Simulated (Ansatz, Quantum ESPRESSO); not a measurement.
# MoSi2N4, 1 layer, rectangular cell: the energy at a withheld member of a series

How the rows were computed: Quantum ESPRESSO 7.5, PBE, GBRV ultrasoft. Cell and atoms are first relaxed; each strained cell is then held, the other axis too, and the atoms relax in it. A periodic run with 15 Å of vacuum in the starting cell gives the vacuum levels, and bands follow along a path. The series steps strain along the second axis. Energies count from the lowest.

```
strain along the second axis  energy (eV)
                        -4 %       0.4234
                        -3 %       0.2363
                        -2 %       0.1049
                        -1 %       0.0267
                         0 %       0.0000
                         1 %       0.0225
                         3 %       0.2064
                         4 %       0.3636
```

One more run was made and is withheld. What is the energy at 2 %?

By hand: The rows at 1 % and 3 % give a slope of (0.2064 − (0.0225))/(3 − (1)) = 0.09195, so a straight line gives 0.1144 eV. A parabola through these and the row at 0 % gives 0.0913 eV.

What the calculation gave: 0.0920 eV. The line misses by +0.0224 and the parabola by −0.0007 eV. The parabola does better.

**Limits.** Semilocal gaps are too small; the 1×1 cell can't ripple over many cells under compression as a free sheet would. No spin-orbit coupling.

[Logs are printed without paths, hosts, clocks, repeated set-up lines and the standing remarks that a program may print on its own settings, such as how far it seeks lower states.]
